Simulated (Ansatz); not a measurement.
**Ta wire along [111], 31 atoms a period: bands along the axis**

Wanted: the relaxed geometry and the bands of the Ta wire along [111], 31 atoms a period.

Program: Ansatz 0.2.0. Level of theory: DFT PBE, plane waves, PAW; relaxation of a wire's period; PAW set soft_1, in the first sound run; inputs show where later runs differ. Results are calculated unless marked as measured.

### 1. The starting structure

The cell holds 31 atoms: 31 Ta. Its edges and angles: a = 20.886 Å, b = 20.354 Å, c = 2.875 Å, α = 90.0°, β = 90.0°, γ = 90.0°. Vacuum lies along a and b. The structure's axis is c.

### 2. Relaxation of atoms and period

Band widths follow the bond lengths, so the wire is relaxed first. The atoms and the third cell vector are free; the box across stays fixed as vacuum. A Fermi-Dirac smearing is set since the result may be a metal. The pressure printed is a third of the stress's trace over the whole box, vacuum included; only the stress along the axis is relaxed.

input.yaml reads:

```yaml
crystal:
  lattice:
    - [20.886, 0.0, 0.0]
    - [0.0, 20.354, 0.0]
    - [0.0, 0.0, 2.8752043406]
  atoms:
    - { symbol: Ta, position: [0.275188859, 0.499996149, 0.0] }
    - { symbol: Ta, position: [0.387589248, 0.699767839, 0.0] }
    - { symbol: Ta, position: [0.499989636, 0.499996149, 0.0] }
    - { symbol: Ta, position: [0.612390025, 0.699767839, 0.0] }
    - { symbol: Ta, position: [0.162788471, 0.433405586, 0.333333333] }
    - { symbol: Ta, position: [0.275188859, 0.233633896, 0.333333333] }
    - { symbol: Ta, position: [0.275188859, 0.633177276, 0.333333333] }
    - { symbol: Ta, position: [0.387589248, 0.433405586, 0.333333333] }
    - { symbol: Ta, position: [0.387589248, 0.832948965, 0.333333333] }
    - { symbol: Ta, position: [0.499989636, 0.233633896, 0.333333333] }
    - { symbol: Ta, position: [0.499989636, 0.633177276, 0.333333333] }
    - { symbol: Ta, position: [0.612390025, 0.433405586, 0.333333333] }
    - { symbol: Ta, position: [0.612390025, 0.832948965, 0.333333333] }
    - { symbol: Ta, position: [0.724790413, 0.233633896, 0.333333333] }
    - { symbol: Ta, position: [0.724790413, 0.633177276, 0.333333333] }
    - { symbol: Ta, position: [0.837190802, 0.433405586, 0.333333333] }
    - { symbol: Ta, position: [0.162788471, 0.566586712, 0.666666667] }
    - { symbol: Ta, position: [0.275188859, 0.366815023, 0.666666667] }
    - { symbol: Ta, position: [0.275188859, 0.766358402, 0.666666667] }
    - { symbol: Ta, position: [0.387589248, 0.167043333, 0.666666667] }
    - { symbol: Ta, position: [0.387589248, 0.566586712, 0.666666667] }
    - { symbol: Ta, position: [0.499989636, 0.366815023, 0.666666667] }
    - { symbol: Ta, position: [0.499989636, 0.766358402, 0.666666667] }
    - { symbol: Ta, position: [0.612390025, 0.167043333, 0.666666667] }
    - { symbol: Ta, position: [0.612390025, 0.566586712, 0.666666667] }
    - { symbol: Ta, position: [0.724790413, 0.366815023, 0.666666667] }
    - { symbol: Ta, position: [0.724790413, 0.766358402, 0.666666667] }
    - { symbol: Ta, position: [0.837190802, 0.566586712, 0.666666667] }
    - { symbol: Ta, position: [0.387589248, 0.30022446, 0.0] }
    - { symbol: Ta, position: [0.612390025, 0.30022446, 0.0] }
    - { symbol: Ta, position: [0.724790413, 0.499996149, 0.0] }
kpoints:
  mp_grid: { grid: [1, 1, 28] }
scf:
  occupations: { method: fermi_dirac, width: 0.05 }
hamiltonian:
  xc: pbe
  pseudopotentials: { kind: paw, azcp: { folder: soft_1 } }
relax:
  cell: { fix: [a, b, alpha, beta, gamma] }
  max_steps: 45
  f_tol: 0.03
```

Started as:

```console
$ ansatz run input.yaml --threads 16 --pin off --max-ram 61440MiB --backend cuda --events-out ev --progress --plain --runs-dir out --max-vram 78GiB
```

Numbers of over 12 decimals in the logs are rounded to 6 here.

What it wrote:

```text
Engine: ansatz 0.2.0, aarch64-unknown-linux-gnu
Pseudopotentials: kind: paw
Pseudopotential: Ta, paw, valence charge 13, recommended cutoff 420 eV (normal), soft_1/Ta.paw.azcp
Functional definition: PBE
  parameter kappa = 0.804
  parameter beta = 0.066725
  exchange = pbe_x(kappa = kappa, mu = beta*pi^2/3)
  correlation = pbe_c(beta = beta)
[...]
Crystal: 31 atoms, lattice volume = 1222.289 Å³
Basis set: ecut = 420 eV, 23845 PW (Γ), exchange–correlation on 288×288×40 points (8 copies of the dense FFT grid, shifted against one another)
Bands: 242, of which v1, the nominal top of the filled ones, is band 202 counted from 1 (201 counted from 0)
Symmetry: 4 space group operations
Space group: P2/m (ITA 10), of the structure as read, at distance tolerance 1.1e-4 Å
k-points: 15 of 28
Non-local potential: Ta, projectors of the file, l = 0: 3, l = 1: 2, l = 2: 2, l = 3: 1
PAW form: soft (Blöchl's): semilocal exchange-correlation on the pseudo side does not see the compensation charge
PAW one-centre angular grid: Ta, 590 points (default); XC on 64 Gauss nodes
Initial density: superposition of atomic densities (neutral atoms: chi_scale 0, normalization atom)
Initial wavefunctions: pseudopotential atomic-orbital guess
[...]
Functional: x = pbe(κ = 0.804, μ = 0.219515), c = pbe(β = 0.066725)
SCF iter   1: F=—  HF=-307934.730923 eV  |F-HF|=—  |Δ(HF+E_count)|=         —  Δρ=4.83e-2  dr2=5.76e2  ethr=3.10e-3  ⟨swp⟩=10.4  Hψ=17750  notcnv=0  defer=49
preconditioner: auto → LDOS  [metal: Δε(μ)=0.017 eV  Ē_g=4.159 eV  σ=0.050 eV  W_gap=0.09  n_scr=198 (ndim 8)  ℏωp=13.2 eV  f_vac=0.406  D(μ)=26.86/eV (n_scr^D=136)  β→1.0]
SCF iter   2: F=—  HF=-307949.481112 eV  |F-HF|=—  |Δ(HF+E_count)|=    1.48e1  Δρ=6.98e-2  dr2=1.97e3  ethr=3.10e-3  ⟨swp⟩=12.3  Hψ=17855  notcnv=0  defer=272  recentre
[...]
SCF iter  12: F=-307903.770267 eV  HF=-307903.770267 eV  |F-HF|=6.37e-8  |Δ(HF+E_count)|=   4.94e-8  Δρ=1.05e-6  dr2=9.88e-8  ethr=2.48e-11  ⟨swp⟩=4.2  Hψ=14578  notcnv=0
SCF 1 converged in 12 iterations: F = -307903.770267 eV  dr2 = 9.88e-8
  greatest PAW one-centre occupation: 0.999 electrons in one spin orbital (limit 2), on the Ta atom at site 24 (counted from 0), in its partial waves of l = 0
relax step   1: F+E_penalty+E_count = -307903.77026709 eV  Δ(F+E_penalty+E_count) = +0.000e0 eV  max|allowed force component| = 1.512e0 eV/Å  Δτ_max = 0.0000 Å  P = -4.720 GPa  Ω = 1222.289 Å³  fix = [a, b, alpha, beta, gamma]  reactions: a -4.423, b -4.429 GPa; alpha +0.002 GPa/rad  (12 SCF iters, dr2 threshold 1.00e-7 eV, accepted)
[...]
Crystal: 31 atoms, lattice volume = 1173.414 Å³
Basis set: ecut = 420 eV, 23021 PW (Γ), exchange–correlation on 288×288×40 points (8 copies of the dense FFT grid, shifted against one another)
[...]
SCF iter   1: F=—  HF=-307906.862080 eV  |F-HF|=—  |Δ(HF+E_count)|=         —  Δρ=1.65e-2  dr2=1.34e1  ethr=3.10e-3  ⟨swp⟩=7.8  Hψ=15279  notcnv=0  defer=91
preconditioner: auto → LDOS  [metal: Δε(μ)=0.023 eV  Ē_g=3.706 eV  σ=0.050 eV  W_gap=0.12  n_scr=178 (ndim 8)  ℏωp=13.5 eV  f_vac=0.440  D(μ)=39.59/eV (n_scr^D=270)  β→1.0]
SCF iter   2: F=—  HF=-307906.380610 eV  |F-HF|=—  |Δ(HF+E_count)|=   4.81e-1  Δρ=1.15e-2  dr2=8.49e0  ethr=3.10e-3  ⟨swp⟩=3.0  Hψ=5983  notcnv=0  defer=203
[...]
SCF iter   8: F=-307905.330313 eV  HF=-307905.330314 eV  |F-HF|=6.45e-7  |Δ(HF+E_count)|=   3.17e-6  Δρ=8.50e-6  dr2=2.36e-6  ethr=7.69e-10  ⟨swp⟩=5.0  Hψ=13563  notcnv=0
SCF 2 converged in 8 iterations: F = -307905.330313 eV  dr2 = 2.36e-6
relax step   2: F+E_penalty+E_count = -307905.33031338 eV  Δ(F+E_penalty+E_count) = -1.560e0 eV  max|allowed force component| = 1.583e0 eV/Å  Δτ_max = 0.1938 Å  P = +2.635 GPa  Ω = 1173.414 Å³  energy of the carried Pulay correction = +4.888e-3 eV  fix = [a, b, alpha, beta, gamma]  reactions: a +2.155, b +2.135 GPa; alpha +0.006 GPa/rad  (8 SCF iters, dr2 threshold 3.10e-6 eV, accepted)
[...]
Crystal: 31 atoms, lattice volume = 1196.408 Å³
[...]
SCF iter   1: F=—  HF=-307906.812666 eV  |F-HF|=—  |Δ(HF+E_count)|=         —  Δρ=1.23e-2  dr2=1.67e1  ethr=3.10e-3  ⟨swp⟩=7.3  Hψ=13808  notcnv=0  defer=67
[...]
SCF 3 converged in 8 iterations: F = -307905.992514 eV  dr2 = 1.70e-6
[...]
SCF 4 converged in 7 iterations: F = -307906.225409 eV  dr2 = 1.65e-6
[...]
SCF 5 converged in 7 iterations: F = -307906.225409 eV  dr2 = 1.65e-7
[...]
SCF 6 converged in 7 iterations: F = -307906.232125 eV  dr2 = 1.60e-8
[...]
SCF 7 converged in 7 iterations: F = -307906.230024 eV  dr2 = 3.19e-11
[...]
SCF converged after 7 iterations
[...]
--- Relaxed structure (6 steps of the walk, 6 accepted, 1 SCFs on fresh bases) ---
  F+E_penalty+E_count = -307906.23002396 eV   max|allowed force component| = 6.375e-3 eV/Å   (the final SCF, on the basis selected at the relaxed cell)
  cell:  # Å, volume = 1200.1840 Å³
    - [20.886, 0.0, 0.0]
    - [0.0, 20.354, 0]
    - [0.0, 0, 2.823208]
  atoms:
    - { symbol: Ta, position: [0.277608, 0.5, -5.458638393695248e-19] }
    - { symbol: Ta, position: [0.388789, 0.697589, -0.00046808] }
    - { symbol: Ta, position: [0.499990, 0.5, -5.458638393695248e-19] }
    - { symbol: Ta, position: [0.611191, 0.697589, -0.00046808] }
    - { symbol: Ta, position: [0.169483, 0.439316, 0.287805] }
    - { symbol: Ta, position: [0.283530, 0.236599, 0.288691] }
    - { symbol: Ta, position: [0.272930, 0.634455, 0.312766] }
    - { symbol: Ta, position: [0.387999, 0.433671, 0.323858] }
    - { symbol: Ta, position: [0.385946, 0.824014, 0.286490] }
    - { symbol: Ta, position: [0.499990, 0.231043, 0.313931] }
    - { symbol: Ta, position: [0.499990, 0.632688, 0.323338] }
    - { symbol: Ta, position: [0.611981, 0.433671, 0.323858] }
    - { symbol: Ta, position: [0.614034, 0.824014, 0.286490] }
    - { symbol: Ta, position: [0.716449, 0.236599, 0.288691] }
    - { symbol: Ta, position: [0.727049, 0.634455, 0.312766] }
    - { symbol: Ta, position: [0.830496, 0.439316, 0.287805] }
    - { symbol: Ta, position: [0.169483, 0.560684, 0.712195] }
    - { symbol: Ta, position: [0.272930, 0.365545, 0.687234] }
    - { symbol: Ta, position: [0.283530, 0.763401, 0.711309] }
    - { symbol: Ta, position: [0.385946, 0.175986, 0.713510] }
    - { symbol: Ta, position: [0.387999, 0.566329, 0.676142] }
    - { symbol: Ta, position: [0.499990, 0.367312, 0.676662] }
    - { symbol: Ta, position: [0.499990, 0.768957, 0.686069] }
    - { symbol: Ta, position: [0.614034, 0.175986, 0.713510] }
    - { symbol: Ta, position: [0.611981, 0.566329, 0.676142] }
    - { symbol: Ta, position: [0.727049, 0.365545, 0.687234] }
    - { symbol: Ta, position: [0.716449, 0.763401, 0.711309] }
    - { symbol: Ta, position: [0.830496, 0.560684, 0.712195] }
    - { symbol: Ta, position: [0.388789, 0.302411, 0.00046808] }
    - { symbol: Ta, position: [0.611191, 0.302411, 0.00046808] }
    - { symbol: Ta, position: [0.722371, 0.5, -5.458638393695248e-19] }
```

Elapsed: 11 s, on 1 × NVIDIA GB200 with 16 threads of Arm Neoverse V2, shared host; peak memory 1.5 GiB.

The steps of the relaxation:

```csv
step,energy less that of the first step (eV),largest force component (eV/Å),pressure (GPa),volume (Å³)
1,0.0000,1.5116,-4.72,1222.29
2,-1.5600,1.5830,2.63,1173.41
3,-2.2222,0.8875,0.05,1196.41
4,-2.4551,0.0780,0.04,1197.10
5,-2.4551,0.0693,-0.07,1200.59
6,-2.4619,0.0063,-0.01,1200.18
7,-2.4598,0.0064,0.00,1200.18
```

The log counts 1 steps on a newly chosen plane-wave basis, not all of them marked here; energy and pressure can jump at such steps.

The run keeps the 4 symmetry operations that it works with, so distortions that break them were not tested.

```csv
cell as run,before,after,change
c (Å),2.875,2.823,-1.8 %
```

The atoms that moved most (Å, along periodic axes as changes of fractional coordinates times the final cell, across vacuum about the mean position):

```csv
atom,dx,dy,dz,length
Ta20,-0.034,0.182,0.132,0.228
Ta24,0.034,0.182,0.132,0.228
Ta9,-0.034,-0.182,-0.132,0.228
Ta13,0.034,-0.182,-0.132,0.228
Ta16,-0.140,0.120,-0.129,0.225
Ta28,-0.140,-0.120,0.129,0.225
Ta5,0.140,0.120,-0.129,0.225
Ta17,0.140,-0.120,0.129,0.225
```

Final coordinates:

```cif
data_structure
_symmetry_space_group_name_H-M 'P 1'
_symmetry_Int_Tables_number 1
_cell_length_a 20.8860
_cell_length_b 20.3540
_cell_length_c 2.8232
_cell_angle_alpha 90.000
_cell_angle_beta 90.000
_cell_angle_gamma 90.000
_cell_volume 1200.18
loop_
_atom_site_label
_atom_site_type_symbol
_atom_site_fract_x
_atom_site_fract_y
_atom_site_fract_z
_atom_site_occupancy
Ta1 Ta 0.27761 0.50000 0.00000 1
Ta2 Ta 0.38879 0.69759 0.99953 1
Ta3 Ta 0.49999 0.50000 0.00000 1
Ta4 Ta 0.61119 0.69759 0.99953 1
Ta5 Ta 0.16948 0.43932 0.28781 1
Ta6 Ta 0.28353 0.23660 0.28869 1
Ta7 Ta 0.27293 0.63445 0.31277 1
Ta8 Ta 0.38800 0.43367 0.32386 1
Ta9 Ta 0.38595 0.82401 0.28649 1
Ta10 Ta 0.49999 0.23104 0.31393 1
Ta11 Ta 0.49999 0.63269 0.32334 1
Ta12 Ta 0.61198 0.43367 0.32386 1
Ta13 Ta 0.61403 0.82401 0.28649 1
Ta14 Ta 0.71645 0.23660 0.28869 1
Ta15 Ta 0.72705 0.63445 0.31277 1
Ta16 Ta 0.83050 0.43932 0.28781 1
Ta17 Ta 0.16948 0.56068 0.71219 1
Ta18 Ta 0.27293 0.36555 0.68723 1
Ta19 Ta 0.28353 0.76340 0.71131 1
Ta20 Ta 0.38595 0.17599 0.71351 1
Ta21 Ta 0.38800 0.56633 0.67614 1
Ta22 Ta 0.49999 0.36731 0.67666 1
Ta23 Ta 0.49999 0.76896 0.68607 1
Ta24 Ta 0.61403 0.17599 0.71351 1
Ta25 Ta 0.61198 0.56633 0.67614 1
Ta26 Ta 0.72705 0.36555 0.68723 1
Ta27 Ta 0.71645 0.76340 0.71131 1
Ta28 Ta 0.83050 0.56068 0.71219 1
Ta29 Ta 0.38879 0.30241 0.00047 1
Ta30 Ta 0.61119 0.30241 0.00047 1
Ta31 Ta 0.72237 0.50000 0.00000 1
```

This step gave:

| Item | Value |
| --- | --- |
| energy at zero smearing | -307906.0492 eV |
| cell length along the wire | 2.823 Å |

The cell's length comes to 2.823 Å with spin left out.

### 3. The perfect wire

This step: DFT PBE, plane waves, PAW; bands of a perfect wire; PAW set soft_1 (Ansatz 0.2.0).

At the relaxed period the bands are computed along the axis; those that cross an energy going forward count the channels that a perfect wire would open there.

input.yaml reads:

```yaml
crystal:
  lattice:
    - [20.886, 0.0, 0.0]
    - [0.0, 20.354, 0.0]
    - [0.0, 0.0, 2.8232075078]
  atoms:
    - { symbol: Ta, position: [0.27760825, 0.5, 0.0] }
    - { symbol: Ta, position: [0.38878855, 0.697589133, 0.99953192] }
    - { symbol: Ta, position: [0.499989636, 0.5, 0.0] }
    - { symbol: Ta, position: [0.611190723, 0.697589133, 0.99953192] }
    - { symbol: Ta, position: [0.169483062, 0.439316399, 0.28780539] }
    - { symbol: Ta, position: [0.283530015, 0.236599329, 0.288690783] }
    - { symbol: Ta, position: [0.272930338, 0.634454912, 0.31276567] }
    - { symbol: Ta, position: [0.387998754, 0.433670923, 0.323858144] }
    - { symbol: Ta, position: [0.385945666, 0.824013788, 0.286489917] }
    - { symbol: Ta, position: [0.499989636, 0.231042874, 0.313930976] }
    - { symbol: Ta, position: [0.499989636, 0.632687977, 0.323337977] }
    - { symbol: Ta, position: [0.611980518, 0.433670923, 0.323858144] }
    - { symbol: Ta, position: [0.614033607, 0.824013788, 0.286489917] }
    - { symbol: Ta, position: [0.716449257, 0.236599329, 0.288690783] }
    - { symbol: Ta, position: [0.727048935, 0.634454912, 0.31276567] }
    - { symbol: Ta, position: [0.83049621, 0.439316399, 0.28780539] }
    - { symbol: Ta, position: [0.169483062, 0.560683601, 0.71219461] }
    - { symbol: Ta, position: [0.272930338, 0.365545088, 0.68723433] }
    - { symbol: Ta, position: [0.283530015, 0.763400671, 0.711309217] }
    - { symbol: Ta, position: [0.385945666, 0.175986212, 0.713510083] }
    - { symbol: Ta, position: [0.387998754, 0.566329077, 0.676141856] }
    - { symbol: Ta, position: [0.499989636, 0.367312023, 0.676662023] }
    - { symbol: Ta, position: [0.499989636, 0.768957126, 0.686069024] }
    - { symbol: Ta, position: [0.614033607, 0.175986212, 0.713510083] }
    - { symbol: Ta, position: [0.611980518, 0.566329077, 0.676141856] }
    - { symbol: Ta, position: [0.727048935, 0.365545088, 0.68723433] }
    - { symbol: Ta, position: [0.716449257, 0.763400671, 0.711309217] }
    - { symbol: Ta, position: [0.83049621, 0.560683601, 0.71219461] }
    - { symbol: Ta, position: [0.38878855, 0.302410867, 0.00046808] }
    - { symbol: Ta, position: [0.611190723, 0.302410867, 0.00046808] }
    - { symbol: Ta, position: [0.722371023, 0.5, 0.0] }
kpoints:
  mp_grid: { grid: [1, 1, 29] }
  band_path: { path: ["Γ", Z], npoints: 90 }
scf:
  occupations: { method: fermi_dirac, width: 0.05 }
hamiltonian:
  xc: pbe
  pseudopotentials: { kind: paw, azcp: { folder: soft_1 } }
output:
  dos: { e_range: [-5, 4] }
  write_potential: true
  write_density: true
  volumetric_format: npy
```

What it wrote:

```text
[...]
Crystal: 31 atoms, lattice volume = 1200.184 Å³
Basis set: ecut = 420 eV, 23509 PW (Γ)
Bands: 242, of which v1, the nominal top of the filled ones, is band 202 counted from 1 (201 counted from 0)
[... 1 set-up line as in the run before ...]
[...]
k-points: 15 of 29
[...]
SCF iter   1: F=—  HF=-307936.248252 eV  |F-HF|=—  |Δ(HF+E_count)|=         —  Δρ=4.74e-2  dr2=4.76e2  ethr=3.10e-3  ⟨swp⟩=9.7  Hψ=17618  notcnv=0  defer=55
[...]
SCF iter   6: F=—  HF=-307906.230027 eV  |F-HF|=—  |Δ(HF+E_count)|=   5.51e-2  Δρ=7.32e-4  dr2=3.17e-2  ethr=1.63e-4  ⟨swp⟩=2.6  Hψ=5124  notcnv=0  defer=202
[...]
SCF iter  10: F=—  HF=-307906.226649 eV  |F-HF|=—  |Δ(HF+E_count)|=   2.66e-3  Δρ=8.89e-6  dr2=1.26e-5  ethr=1.70e-8  ⟨swp⟩=2.0  Hψ=4712  notcnv=0  defer=202
[...]
SCF iter  12: F=-307906.226650 eV  HF=-307906.226650 eV  |F-HF|=4.60e-9  |Δ(HF+E_count)|=   6.96e-8  Δρ=8.14e-7  dr2=2.20e-8  ethr=2.48e-11  ⟨swp⟩=20.4  Hψ=14962  notcnv=0
SCF 1 converged in 12 iterations: F = -307906.226650 eV  dr2 = 2.20e-8
[...]
NSCF: frozen V_eff on 91 k-points
[...]
SCF converged after 12 iterations
[...]
```

Run time: 9.4 s. Hardware: 1 × NVIDIA GB200 with 16 threads; peak memory 2.5 GiB; 89 s of CPU time.

Numbers from this step:

```yaml
energy_at_zero_smearing: -307906.0433 eV
band_gap: 0 eV
```

The electronic bands at the labelled points (eV, zero at the Fermi level; # counts the bands kept):

```csv
point,#42,#43,#44,#45,#46,#47,#48,#49
Γ,-0.17,-0.16,-0.11,-0.10,0.12,0.13,0.13,0.14
halfway,-0.31,-0.31,-0.26,-0.21,-0.20,-0.20,-0.17,-0.17
Z,0.07,0.12,0.27,0.50,0.50,0.66,0.66,0.79
```

Between Γ and Z the bands cross the Fermi level 22 times, so a perfect wire would conduct at least 22 G₀, with spin left out.

### 4. Results

```
cell length, PBE                                            : 2.823 Å
ballistic conductance by band crossings, a lower bound, PBE : 22 G₀
```

**Reading.** Under PBE the cell's length is 2.82 Å, and the bands cross the Fermi level 22 times between Γ and Z, which gives a perfect wire at least 22 G₀ (opposite crossings within one step of the path cancel in such a count). No spin was allowed, though thin wires with open d shells can turn magnetic. Spin-orbit coupling is left out, which matters for the bands of heavy atoms.

[Logs are printed without paths, hosts, clocks, repeated set-up lines and the standing remarks that a program may print on its own settings, such as how far it seeks lower states.]

[Hosts, paths, dates, database ids (printed as entryN), source tags and the programs' standing remarks are cut or masked in the printed files.]
